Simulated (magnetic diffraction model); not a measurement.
# Solving a magnetic structure from powder neutron data: Ca2FeTeS6

Space group P2_1/c (no. 14), a = 6.7100 Å, b = 6.7370 Å, c = 11.4924 Å, β = 125.01°.

```
site  atom       x       y       z
  2b    Te     1/2       0       0
  2c    Fe       0       0     1/2
  4e    Ca  0.7436  0.0397  0.7469
  4e     S  0.8199  0.4791  0.7481
  4e     S  0.2507  0.1967  0.0388
  4e     S  0.6563  0.2860  0.9545
```

This is a made-up structure (elements placed in a structure type, unrelaxed), so the numbers test the method and describe no known phase.

Only Fe is taken to order (form factors of Fe2+); orders and moment sizes are assumed, and not adapted to the symmetry. Radiation: neutrons of λ = 2.0775 Å, 3° to 35°; isotropic B of 0.32 Å² (Te), 0.4 Å² (Fe), 0.3 Å² (Ca) and 0.46 Å² (S). Simulated constant-wavelength pattern: nuclear and magnetic terms add, the magnetic one as |2.695 fm × Σ f S⊥ exp(2πi Q·r) exp(−B s²)|², summed over all Q at one angle with the factor 1/(sin²θ cos θ). For collinear order S is the moment m, which repeats by lattice and centring translations R with the sign exp(−2πi k·R). Free-ion form factors, Sears's scattering lengths of 1992, no absorption; a label names one of the reflections at its angle. The strongest nuclear line in the range is 100, and lines under 0.2 are left out.

Above the ordering temperature:

```csv
2θ (°),index,I
21.79,(1 0 0),3.9
21.86,(0 1 1),12.3
22.05,(1 0 -2),8.1
25.24,(1 1 -1),100.0
25.50,(0 0 2),45.2
28.24,(1 1 0),3.7
28.44,(1 1 -2),3.6
```

Below it (cell unchanged):

```
2θ (°)      I
 10.97  146.8
 20.84  100.8
 20.96    9.4
 21.79    3.9
 21.86   12.3
 22.05    8.1
 25.24  100.0
 25.50   45.2
 27.54   27.4
 27.75   29.8
 28.24    3.7
 28.44    3.6
 33.08   35.3
 33.34   12.0
 33.41    1.4
```

**Question.** Find the propagation vector, then choose among these models:
A. collinear moments along [101], 3.64 μB on Fe; signs + at (0, 0, 1/2), + at (0, 1/2, 0)
B. collinear moments along [101], 3.64 μB on Fe; signs + at (0, 0, 1/2), − at (0, 1/2, 0)
C. collinear moments along [110], 3.64 μB on Fe; signs + at (0, 0, 1/2), + at (0, 1/2, 0)
D. collinear moments along [110], 3.64 μB on Fe; signs + at (0, 0, 1/2), − at (0, 1/2, 0)

The new lines index as (1/2 0 -1) at 10.97°, (1/2 1 0) at 20.84°, (1/2 0 1) at 20.96° and (3/2 0 -1) at 27.54°, that is as H ± k with k = (1/2 0 0). Half indices mean that the moments reverse under translations with k·R a half-integer, and the magnetic cell has twice the primitive volume.

Magnetic intensity, observed (below minus above) and for each model:

| 2θ (°) | index | observed | A | B | C | D |
| --- | --- | --- | --- | --- | --- | --- |
| 10.85 | (1/2 0 0) | <0.2 | 148.6 | <0.2 | 150.2 | <0.2 |
| 10.97 | (1/2 0 -1) | 146.8 | <0.2 | 146.8 | <0.2 | 148.3 |
| 20.84 | (1/2 1 0) | 100.8 | <0.2 | 100.8 | <0.2 | 60.4 |
| 20.91 | (1/2 1 -1) | <0.2 | 100.1 | <0.2 | 60.3 | <0.2 |
| 20.96 | (1/2 0 1) | 9.4 | <0.2 | 9.4 | <0.2 | 49.9 |
| 21.16 | (1/2 0 -2) | <0.2 | 10.1 | <0.2 | 48.9 | <0.2 |
| 27.59 | (1/2 1 1) | <0.2 | 29.9 | <0.2 | 42.6 | <0.2 |
| 27.75 | (1/2 1 -2) | 29.8 | <0.2 | 29.8 | <0.2 | 42.2 |

Model B matches.

The absence at (1/2 0 0) is telling: the sublattices cancel there.

The structure used: k = (1/2 0 0), collinear moments along [101], 3.64 μB on Fe; signs + at (0, 0, 1/2), − at (0, 1/2, 0).

[Logs are printed without paths, hosts, clocks, repeated set-up lines and the standing remarks that a program may print on its own settings, such as how far it seeks lower states.]
